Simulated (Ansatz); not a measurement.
# How fast states decay through CsLaSO

Wanted: the relaxed cell of CsLaSO, its band edges and its decay constants. It is built by putting O for part of the S in the CsLaS2 structure of space group R-3m, with the volume rescaled by atomic radii. The parent structure comes from the Materials Project.

Method: PBE DFT, plane waves, PAW files, in the first sound run; inputs show where later runs differ, in Ansatz 0.2.0.

The structure was built from a prototype and need not be the compound's stable phase.

**1. The structure**

It takes space group R3m (No. 160, trigonal). Conventional cell: a = 4.225 Å, b = 4.225 Å, c = 23.704 Å, α = 90.00°, β = 90.00°, γ = 120.00°. Cs has 3 S at 3.47 Å and 3 O at 3.47 Å nearest. La has 3 S at 2.85 Å and 3 O at 2.85 Å nearest. Nearest to O lie 3 La at 2.85 Å and 3 Cs at 3.47 Å. Nearest to S lie 3 La at 2.85 Å and 3 Cs at 3.47 Å. It derives from CsLaS2. O for part of the S in the CsLaS2 structure of space group R-3m. Farther neighbours and most contacts between anions are not listed.

Coordinates:

```cif
data_structure
_symmetry_space_group_name_H-M 'R3m:H'
_symmetry_Int_Tables_number 160
_cell_length_a 4.2254
_cell_length_b 4.2254
_cell_length_c 23.7042
_cell_angle_alpha 90.000
_cell_angle_beta 90.000
_cell_angle_gamma 120.000
_cell_volume 366.52
loop_
_atom_site_label
_atom_site_type_symbol
_atom_site_symmetry_multiplicity
_atom_site_Wyckoff_symbol
_atom_site_fract_x
_atom_site_fract_y
_atom_site_fract_z
_atom_site_occupancy
Cs1 Cs 3 a 0.00000 0.00000 0.00000 1
La1 La 3 a 0.33333 0.66667 0.16667 1
O1 O 3 a 0.66667 0.33333 0.10425 1
S1 S 3 a 0.00000 0.00000 0.22909 1
```

**2. Cell and atoms at rest**

The substituted atoms don't fit the parent's cell, so cell and atoms relax together. A small smearing keeps the run stable in case the gap closes on the way.

Contents of input.yaml:

```yaml
crystal:
  lattice:
    - [2.1127028516, 1.2197695601, 7.9013908935]
    - [-2.1127028516, 1.2197695601, 7.9013908935]
    - [0.0, -2.4395391201, 7.9013908935]
  atoms:
    - { symbol: Cs, position: [0.0, 0.0, 0.0] }
    - { symbol: La, position: [0.5, 0.5, 0.5] }
    - { symbol: O, position: [0.22908551, 0.22908551, 0.22908551] }
    - { symbol: S, position: [0.77091449, 0.77091449, 0.77091449] }
kpoints:
  mp_grid: { grid: [6, 6, 6] }
scf:
  occupations: { method: gaussian, width: 0.03 }
hamiltonian:
  xc: pbe
output:
  forces: true
  stress: true
relax:
  f_tol: 0.02
  max_steps: 60
  cell: {}
```

Command:

```console
ansatz run input.yaml --threads 2 --pin off --max-ram 4096MiB --backend cpu --events-out ev --progress --plain --runs-dir out
```

Numbers of over 12 decimals in the logs are rounded to 6 here.

Output:

```text
basis.fft_grid_basis auto: the FFT boxes are laid along the combinations [[1, 0, -1], [0, 1, -1], [0, 0, 1]] of the cell's own vectors, 4.225, 4.225 and 8.269 Å long. The dense box has 30×30×60 points. Along the cell's own vectors, as sized, it would have 60×60×60, 4.00 times as many. Of the 6 symmetry operations that the crystal satisfies within crystal.symmetry.tolerance (time reversal apart; of a slab, those that  [...]
Engine: ansatz 0.2.0, aarch64-unknown-linux-gnu
Pseudopotentials: kind: paw
Pseudopotential: Cs, paw, valence charge 9, recommended cutoff 420 eV (normal), Cs.paw.azcp
Pseudopotential: La, paw, valence charge 11, recommended cutoff 420 eV (normal), La.paw.azcp
Pseudopotential: O, paw, valence charge 6, recommended cutoff 420 eV (normal), O.paw.azcp
Pseudopotential: S, paw, valence charge 6, recommended cutoff 420 eV (normal), S.paw.azcp
Functional definition: PBE
  parameter kappa = 0.804
  parameter beta = 0.066725
  exchange = pbe_x(kappa = kappa, mu = beta*pi^2/3)
  correlation = pbe_c(beta = beta)
Crystal: 4 atoms, lattice volume = 122.172 Å³
Basis set: ecut = 420 eV, 2349 PW (Γ), FFT grids on a1−a3, a2−a3, a3, exchange–correlation on 60×60×120 points (8 copies of the dense FFT grid, shifted against one another)
Bands: 20, of which v1, the nominal top of the filled ones, is band 16 counted from 1 (15 counted from 0)
Symmetry: 6 space group operations
Space group: R3m (ITA 160), of the structure as read, at distance tolerance 5.0e-5 Å
k-points: 32 of 216 (time reversal used)
Non-local potential: Cs, projectors of the file, l = 0: 3, l = 1: 2, l = 2: 2, l = 3: 2
Non-local potential: La, projectors of the file, l = 0: 3, l = 1: 2, l = 2: 2, l = 3: 3
Non-local potential: O, projectors of the file, l = 0: 2, l = 1: 2, l = 2: 1
Non-local potential: S, projectors of the file, l = 0: 2, l = 1: 2, l = 2: 2
PAW form: soft (Blöchl's): semilocal exchange-correlation on the pseudo side does not see the compensation charge
PAW one-centre angular grid: Cs, 194 points (default); XC on 64 Gauss nodes
PAW one-centre angular grid: La, 590 points (default); XC on 64 Gauss nodes
PAW one-centre angular grid: O, 110 points (default); XC on 64 Gauss nodes
PAW one-centre angular grid: S, 110 points (default); XC on 64 Gauss nodes
Initial density: superposition of atomic densities (neutral atoms: chi_scale 0, normalization atom), corrected by the library's trained network
Initial wavefunctions: pseudopotential atomic-orbital guess
Functional: x = pbe(κ = 0.804, μ = 0.219515), c = pbe(β = 0.066725)
SCF iter   1: F=—  HF=-13395.630419 eV  |F-HF|=—  |Δ(HF+E_count)|=         —  Δρ=1.60e-3  dr2=7.20e-3  ethr=1.77e-3  ⟨swp⟩=7.0  Hψ=3431  notcnv=0
preconditioner: auto → Resta (q_TF=auto, 2.182 Å⁻¹)  ε∞=4.0  [insulator: Δε(μ)=2.362 eV  Ē_g=10.243 eV  σ=0.030 eV  W_gap=1.00  n_scr=28 (ndim 8)  ℏωp=17.8 eV  f_vac=0.023  D(μ)=0.00/eV (n_scr^D=0)  ε∞_Penn≈4.0]
SCF iter   2: F=—  HF=-13395.627018 eV  |F-HF|=—  |Δ(HF+E_count)|=   3.40e-3  Δρ=1.14e-3  dr2=1.69e-3  ethr=2.25e-5  ⟨swp⟩=2.9  Hψ=1554  notcnv=0
SCF iter   3: F=—  HF=-13395.627101 eV  |F-HF|=—  |Δ(HF+E_count)|=   8.35e-5  Δρ=8.79e-4  dr2=1.22e-3  ethr=5.27e-6  ⟨swp⟩=2.0  Hψ=1108  notcnv=0
SCF iter   4: F=—  HF=-13395.627000 eV  |F-HF|=—  |Δ(HF+E_count)|=   1.01e-4  Δρ=2.65e-4  dr2=1.11e-4  ethr=3.82e-6  ⟨swp⟩=2.0  Hψ=736  notcnv=0
SCF iter   5: F=—  HF=-13395.627021 eV  |F-HF|=—  |Δ(HF+E_count)|=   2.08e-5  Δρ=7.35e-5  dr2=7.71e-6  ethr=3.46e-7  ⟨swp⟩=2.2  Hψ=1032  notcnv=0
SCF iter   6: F=—  HF=-13395.627015 eV  |F-HF|=—  |Δ(HF+E_count)|=   6.15e-6  Δρ=1.87e-5  dr2=6.34e-7  ethr=2.41e-8  ⟨swp⟩=2.3  Hψ=1063  notcnv=0
SCF iter   7: F=-13395.627016 eV  HF=-13395.627016 eV  |F-HF|=4.43e-8  |Δ(HF+E_count)|=   7.55e-7  Δρ=4.74e-6  dr2=4.46e-8  ethr=3.13e-10  ⟨swp⟩=5.0  Hψ=2646  notcnv=0
SCF 1 converged in 7 iterations: F = -13395.627016 eV  dr2 = 4.46e-8
  greatest PAW one-centre occupation: 0.972 electrons in one spin orbital (limit 2), on the La atom at site 1 (counted from 0), in its partial waves of l = 0
relax step   1: F+E_penalty+E_count = -13395.62701557 eV  Δ(F+E_penalty+E_count) = +0.000e0 eV  max|allowed force component| = 2.791e0 eV/Å  Δτ_max = 0.0000 Å  P = -4.150 GPa  Ω = 122.172 Å³  (7 SCF iters, dr2 threshold 1.00e-7 eV, accepted)
Crystal: 4 atoms, lattice volume = 118.322 Å³
Basis set: ecut = 420 eV, 2283 PW (Γ), FFT grids on a1−a3, a2−a3, a3, exchange–correlation on 60×60×120 points (8 copies of the dense FFT grid, shifted against one another)
Initial density: handed on by an earlier stage of this run
Initial wavefunctions: those handed on with the density
iter 1 solved again at ethr=3.04e-4 eV; its pass at ethr=3.10e-3 eV (dr2=9.72e-2 eV) is discarded
SCF iter   1: F=—  HF=-13396.306165 eV  |F-HF|=—  |Δ(HF+E_count)|=         —  Δρ=1.06e-2  dr2=9.88e-2  ethr=3.04e-4  ⟨swp⟩=1.1  Hψ=5495  notcnv=0
preconditioner: auto → Resta (q_TF=auto, 2.194 Å⁻¹)  ε∞=4.0  [insulator: Δε(μ)=2.579 eV  Ē_g=10.512 eV  σ=0.030 eV  W_gap=1.00  n_scr=28 (ndim 8)  ℏωp=18.1 eV  f_vac=0.014  D(μ)=0.00/eV (n_scr^D=0)  ε∞_Penn≈4.0]
SCF iter   2: F=—  HF=-13396.289474 eV  |F-HF|=—  |Δ(HF+E_count)|=   1.67e-2  Δρ=5.05e-3  dr2=2.09e-2  ethr=3.04e-4  ⟨swp⟩=4.2  Hψ=1263  notcnv=0
SCF iter   3: F=—  HF=-13396.292365 eV  |F-HF|=—  |Δ(HF+E_count)|=   2.89e-3  Δρ=3.59e-3  dr2=1.51e-2  ethr=6.52e-5  ⟨swp⟩=3.8  Hψ=1337  notcnv=0
SCF iter   4: F=—  HF=-13396.290452 eV  |F-HF|=—  |Δ(HF+E_count)|=   1.91e-3  Δρ=8.45e-4  dr2=1.11e-3  ethr=4.72e-5  ⟨swp⟩=2.1  Hψ=961  notcnv=0
SCF iter   5: F=—  HF=-13396.291121 eV  |F-HF|=—  |Δ(HF+E_count)|=   6.68e-4  Δρ=1.54e-4  dr2=6.73e-5  ethr=3.47e-6  ⟨swp⟩=2.0  Hψ=1200  notcnv=0
SCF iter   6: F=—  HF=-13396.291174 eV  |F-HF|=—  |Δ(HF+E_count)|=   5.33e-5  Δρ=6.23e-5  dr2=7.16e-6  ethr=2.10e-7  ⟨swp⟩=2.0  Hψ=953  notcnv=0
SCF iter   7: F=-13396.291181 eV  HF=-13396.291181 eV  |F-HF|=4.90e-7  |Δ(HF+E_count)|=   6.64e-6  Δρ=1.36e-5  dr2=3.91e-7  ethr=1.25e-9  ⟨swp⟩=3.5  Hψ=2990  notcnv=0
SCF 2 converged in 7 iterations: F = -13396.291181 eV  dr2 = 3.91e-7
relax step   2: F+E_penalty+E_count = -13396.29118100 eV  Δ(F+E_penalty+E_count) = -6.642e-1 eV  max|allowed force component| = 9.212e-1 eV/Å  Δτ_max = 0.1950 Å  P = -4.331 GPa  Ω = 118.322 Å³  energy of the carried Pulay correction = +2.475e-3 eV  (7 SCF iters, dr2 threshold 4.00e-7 eV, accepted)
Crystal: 4 atoms, lattice volume = 106.715 Å³
Basis set: ecut = 420 eV, 2091 PW (Γ), FFT grids on a1−a3, a2−a3, a3, exchange–correlation on 60×60×120 points (8 copies of the dense FFT grid, shifted against one another)
iter 1 solved again at ethr=2.96e-4 eV; its pass at ethr=3.10e-3 eV (dr2=9.46e-2 eV) is discarded
SCF iter   1: F=—  HF=-13396.514248 eV  |F-HF|=—  |Δ(HF+E_count)|=         —  Δρ=1.02e-2  dr2=9.49e-2  ethr=2.96e-4  ⟨swp⟩=1.3  Hψ=5845  notcnv=0
preconditioner: auto → Resta (q_TF=auto, 2.232 Å⁻¹)  ε∞=4.1  [insulator: Δε(μ)=1.814 eV  Ē_g=10.862 eV  σ=0.030 eV  W_gap=1.00  n_scr=22 (ndim 8)  ℏωp=19.0 eV  f_vac=0.003  D(μ)=0.00/eV (n_scr^D=0)  ε∞_Penn≈4.1]
SCF iter   2: F=—  HF=-13396.499909 eV  |F-HF|=—  |Δ(HF+E_count)|=   1.43e-2  Δρ=5.11e-3  dr2=2.32e-2  ethr=2.96e-4  ⟨swp⟩=4.1  Hψ=1257  notcnv=0
SCF iter   3: F=—  HF=-13396.500345 eV  |F-HF|=—  |Δ(HF+E_count)|=   4.36e-4  Δρ=1.54e-3  dr2=2.74e-3  ethr=7.24e-5  ⟨swp⟩=3.2  Hψ=1262  notcnv=0
SCF iter   4: F=—  HF=-13396.501263 eV  |F-HF|=—  |Δ(HF+E_count)|=   9.17e-4  Δρ=1.79e-3  dr2=3.16e-3  ethr=8.56e-6  ⟨swp⟩=2.3  Hψ=1244  notcnv=0
SCF iter   5: F=—  HF=-13396.500797 eV  |F-HF|=—  |Δ(HF+E_count)|=   4.65e-4  Δρ=2.10e-4  dr2=4.85e-5  ethr=8.56e-6  ⟨swp⟩=2.0  Hψ=1150  notcnv=0
SCF iter   6: F=—  HF=-13396.500833 eV  |F-HF|=—  |Δ(HF+E_count)|=   3.57e-5  Δρ=4.36e-5  dr2=2.49e-6  ethr=1.52e-7  ⟨swp⟩=2.0  Hψ=1138  notcnv=0
SCF iter   7: F=—  HF=-13396.500836 eV  |F-HF|=—  |Δ(HF+E_count)|=   2.90e-6  Δρ=1.45e-5  dr2=4.20e-7  ethr=1.25e-9  ⟨swp⟩=5.0  Hψ=2816  notcnv=0
SCF iter   8: F=-13396.500836 eV  HF=-13396.500836 eV  |F-HF|=4.22e-8  |Δ(HF+E_count)|=   2.23e-7  Δρ=4.69e-6  dr2=3.23e-8  ethr=1.25e-9  ⟨swp⟩=4.6  Hψ=2325  notcnv=0
SCF 3 converged in 8 iterations: F = -13396.500836 eV  dr2 = 3.23e-8
relax step   3: F+E_penalty+E_count = -13396.50083594 eV  Δ(F+E_penalty+E_count) = -2.097e-1 eV  max|allowed force component| = 1.026e0 eV/Å  Δτ_max = 0.1716 Å  P = -0.011 GPa  Ω = 106.715 Å³  energy of the carried Pulay correction = +1.044e-2 eV  (8 SCF iters, dr2 threshold 4.00e-7 eV, accepted)
[...]
relax step   4: F+E_penalty+E_count = -13396.56412920 eV  Δ(F+E_penalty+E_count) = -6.329e-2 eV  max|allowed force component| = 2.347e-1 eV/Å  Δτ_max = 0.1056 Å  P = +0.383 GPa  Ω = 106.191 Å³  energy of the carried Pulay correction = +1.082e-2 eV  (7 SCF iters, dr2 threshold 4.00e-7 eV, accepted)
[...]
relax step   5: F+E_penalty+E_count = -13396.57723151 eV  Δ(F+E_penalty+E_count) = -1.310e-2 eV  max|allowed force component| = 5.134e-2 eV/Å  Δτ_max = 0.0292 Å  P = -0.183 GPa  Ω = 107.506 Å³  energy of the carried Pulay correction = +9.874e-3 eV  (6 SCF iters, dr2 threshold 4.00e-7 eV, accepted)
[...]
relax step   6: F+E_penalty+E_count = -13396.57787369 eV  Δ(F+E_penalty+E_count) = -6.422e-4 eV  max|allowed force component| = 2.241e-2 eV/Å  Δτ_max = 0.0040 Å  P = -0.012 GPa  Ω = 107.296 Å³  energy of the carried Pulay correction = +1.002e-2 eV  (5 SCF iters, dr2 threshold 1.69e-7 eV, accepted)
[...]
relax step   7: F+E_penalty+E_count = -13396.57793985 eV  Δ(F+E_penalty+E_count) = -6.616e-5 eV  max|allowed force component| = 5.787e-3 eV/Å  Δτ_max = 0.0039 Å  P = +0.021 GPa  Ω = 107.328 Å³  energy of the carried Pulay correction = +1.000e-2 eV  (5 SCF iters, dr2 threshold 3.14e-8 eV, accepted)
[...]
relax step   8: F+E_penalty+E_count = -13396.57312994 eV  Δ(F+E_penalty+E_count) = +4.810e-3 eV  max|allowed force component| = 5.981e-3 eV/Å  Δτ_max = 0.0000 Å  P = -0.073 GPa  Ω = 107.328 Å³  stress off target by 8.18e-2 GPa  SCF on the basis re-selected at this cell (its energy is not comparable with the rows above)  (7 SCF iters)
[...]
relax step   9: F+E_penalty+E_count = -13396.57329490 eV  Δ(F+E_penalty+E_count) = -1.650e-4 eV  max|allowed force component| = 4.538e-3 eV/Å  Δτ_max = 0.0019 Å  P = -0.001 GPa  Ω = 107.147 Å³  energy of the carried Pulay correction = +1.245e-4 eV  (5 SCF iters, dr2 threshold 1.67e-8 eV, accepted)
iter 1 solved again at ethr=1.11e-6 eV; its pass at ethr=3.10e-3 eV (dr2=3.55e-4 eV) is discarded
SCF iter   1: F=—  HF=-13396.573161 eV  |F-HF|=—  |Δ(HF+E_count)|=         —  Δρ=6.91e-6  dr2=1.40e-8  ethr=1.11e-6  ⟨swp⟩=3.1  Hψ=5637  notcnv=0
eigensolver tolerance schedule: the retry pair's looser diagonalisation over-reported the residual by 25424.57 of it (diagonalisation noise at an unbounded share of the residual, at the tolerance the schedule requests for it); recorded, not acted on — ethr = c·dr2/N_el stays at c = 1.0e-1
preconditioner: auto → Resta (q_TF=auto, 2.231 Å⁻¹)  ε∞=4.0  [insulator: Δε(μ)=2.342 eV  Ē_g=10.905 eV  σ=0.030 eV  W_gap=1.00  n_scr=22 (ndim 8)  ℏωp=19.0 eV  f_vac=0.009  D(μ)=0.00/eV (n_scr^D=0)  ε∞_Penn≈4.0]
SCF iter   2: F=—  HF=-13396.573160 eV  |F-HF|=—  |Δ(HF+E_count)|=   1.81e-6  Δρ=3.80e-6  dr2=6.78e-9  ethr=4.36e-11  ⟨swp⟩=3.7  Hψ=1634  notcnv=0
SCF iter   3: F=—  HF=-13396.573160 eV  |F-HF|=—  |Δ(HF+E_count)|=   5.75e-9  Δρ=1.94e-6  dr2=1.81e-9  ethr=2.12e-11  ⟨swp⟩=2.0  Hψ=835  notcnv=0
SCF iter   4: F=—  HF=-13396.573160 eV  |F-HF|=—  |Δ(HF+E_count)|=   2.22e-9  Δρ=7.53e-7  dr2=6.02e-10  ethr=5.66e-12  ⟨swp⟩=2.0  Hψ=1093  notcnv=0
SCF iter   5: F=—  HF=-13396.573160 eV  |F-HF|=—  |Δ(HF+E_count)|=  2.55e-11  Δρ=2.30e-7  dr2=6.29e-11  ethr=1.88e-12  ⟨swp⟩=2.0  Hψ=1092  notcnv=0
SCF iter   6: F=-13396.573160 eV  HF=-13396.573160 eV  |F-HF|=3.64e-12  |Δ(HF+E_count)|=  6.55e-11  Δρ=5.27e-8  dr2=3.58e-12  ethr=1.00e-12  ⟨swp⟩=4.2  Hψ=2309  notcnv=0
SCF 10 converged in 6 iterations: F = -13396.573160 eV  dr2 = 3.58e-12
relax step  10: F+E_penalty+E_count = -13396.57315957 eV  Δ(F+E_penalty+E_count) = +1.353e-4 eV  max|allowed force component| = 4.524e-3 eV/Å  Δτ_max = 0.0000 Å  P = -0.003 GPa  Ω = 107.147 Å³  stress off target by 1.23e-2 GPa  SCF on the basis re-selected at this cell (its energy is not comparable with the rows above)  (6 SCF iters)
basis re-selected at this cell: Δ(F+E_penalty+E_count) = +1.353e-4 eV, ΔP = -0.001 GPa vs the last step (what re-selecting the basis moved, of the pressure what is left beyond the Pulay correction that the steps carried, after the strain that the cell walked since its last selection, with what the two solves' SCF thresholds leave and, on support functions, any second-order correction that the steps lacked; it is no m [...]
SCF converged after 6 iterations
Free energy (F): -13396.573160 eV
Harris-Foulkes:  -13396.573160 eV  (|F-HF|=3.64e-12)
Internal energy: -13396.573160 eV  (E = F + TS)
E sigma→0 (E₀):  -13396.573160 eV
Fermi energy:    8.253299 eV
--- Per-component energies (eV) ---
  E_band       = -80.732413
  E_kinetic    = 616.626765
  E_local      = -1237.459529  (includes V_loc(G=0)·N_el)
  E_nonlocal   = 202.982881
  E_hartree    = 460.437656
  E_xc         = -486.712049
  E_vxc        = -458.374732  (∫ρ·V_xc dr)
  E_paw        = -11241.832326  (= ΣΔE_a)
  E_vpaw       = -125.385487  (= ΣTr[D̂ρ^β])
  E_aug_tail   = 0.002377  (compensation charges beyond the density's cutoff)
  E_ewald      = -1710.618935
  E_smearing   = -0.000000  (= −TS)
  E_closure    = -0.000000  (closes the sum)
  Σ components = -13396.573160   (vs F -13396.573160, Δ=0.00e0)
--- Forces (eV/Å), atoms counted from 1 ---
  atom   1  Cs    -0.00000000    -0.00000000    -0.00047855
  atom   2  La     0.00000000    -0.00000000    -0.00064651
  atom   3  O     -0.00000000    -0.00000000    -0.00339889
  atom   4  S     -0.00000000     0.00000000     0.00452377
  max |Σ_I F_I| component: 1.91e-7 eV/Å
--- Stress (GPa, compression-positive) ---
        0.001882       0.000000      -0.000000
        0.000000       0.001882      -0.000000
       -0.000000      -0.000000      -0.012289
  P = ⅓ Tr σ = -0.0028 GPa (-0.028 kbar)
--- Relaxed structure (8 steps of the walk, 8 accepted, 2 SCFs on fresh bases) ---
  F+E_penalty+E_count = -13396.57315957 eV   max|allowed force component| = 4.524e-3 eV/Å   (the final SCF, on the basis selected at the relaxed cell)
  cell:  # Å, volume = 107.1469 Å³
    - [2.007035, 1.158762, 7.678552]
    - [-2.007035, 1.158762, 7.678552]
    - [-2.2871749986046497e-17, -2.317524, 7.678552]
  atoms:
    - { symbol: Cs, position: [-8.344995022795008e-5, -8.344995022795006e-5, -8.344995022795002e-5] }
    - { symbol: La, position: [0.512451, 0.512451, 0.512451] }
    - { symbol: O, position: [0.218772, 0.218772, 0.218772] }
    - { symbol: S, position: [0.768861, 0.768861, 0.768861] }
```

It took 39 s on 2 threads of Arm Neoverse V2, shared host; peak memory 0.41 GiB; 76 s of CPU time.

Step by step:

| step | energy less that of the first step (eV) | largest force component (eV/Å) | pressure (GPa) | volume (Å³) |
| --- | --- | --- | --- | --- |
| 1 | 0.0000 | 2.7906 | -4.15 | 122.17 |
| 2 | -0.6642 | 0.9212 | -4.33 | 118.32 |
| 3 | -0.8738 | 1.0256 | -0.01 | 106.72 |
| 4 | -0.9371 | 0.2347 | 0.38 | 106.19 |
| 5 | -0.9502 | 0.0513 | -0.18 | 107.51 |
| 6 | -0.9509 | 0.0224 | -0.01 | 107.30 |
| 7 | -0.9509 | 0.0058 | 0.02 | 107.33 |
| 8* | -0.9461 | 0.0060 | -0.07 | 107.33 |
| 9 | -0.9463 | 0.0045 | 0.00 | 107.15 |
| 10* | -0.9461 | 0.0045 | 0.00 | 107.15 |

Relaxation steps marked * repeat the geometry before them on a plane-wave basis chosen anew for their cell, so energy and pressure can jump there.

The run keeps the 6 symmetry operations that it works with, so distortions that break them were not tested.

| conventional cell, symmetrised | before | after | change |
| --- | --- | --- | --- |
| a (Å) | 4.225 | 4.014 | -5.0 % |
| b (Å) | 4.225 | 4.014 | -5.0 % |
| c (Å) | 23.704 | 23.036 | -2.8 % |
| volume (Å³/atom) | 30.54 | 26.79 | -12.3 % |

The atoms that moved most (Å, as changes of fractional coordinates times the final cell):

| atom | dx | dy | dz | length |
| --- | --- | --- | --- | --- |
| La2 | 0.000 | 0.000 | 0.287 | 0.287 |
| O3 | 0.000 | 0.000 | -0.238 | 0.238 |
| S4 | 0.000 | 0.000 | -0.047 | 0.047 |

Final coordinates:

```cif
data_structure
_symmetry_space_group_name_H-M 'P 1'
_symmetry_Int_Tables_number 1
_cell_length_a 8.0207
_cell_length_b 8.0207
_cell_length_c 8.0207
_cell_angle_alpha 28.983
_cell_angle_beta 28.983
_cell_angle_gamma 28.983
_cell_volume 107.15
loop_
_atom_site_label
_atom_site_type_symbol
_atom_site_fract_x
_atom_site_fract_y
_atom_site_fract_z
_atom_site_occupancy
Cs1 Cs 0.99992 0.99992 0.99992 1
La2 La 0.51245 0.51245 0.51245 1
O3 O 0.21877 0.21877 0.21877 1
S4 S 0.76886 0.76886 0.76886 1
```

This step gave:

```yaml
free_energy: -13396.5732 eV
fermi_energy: 8.253 eV
pressure: -0.002842 GPa
```

The largest force component on a free atom ends at 0.0045 eV/Å.

[end of part 1 of 3]

[Logs are printed without paths, hosts, clocks, repeated set-up lines and the standing remarks that a program may print on its own settings, such as how far it seeks lower states.]

[Hosts, paths, dates, database ids (printed as entryN), source tags and the programs' standing remarks are cut or masked in the printed files.]
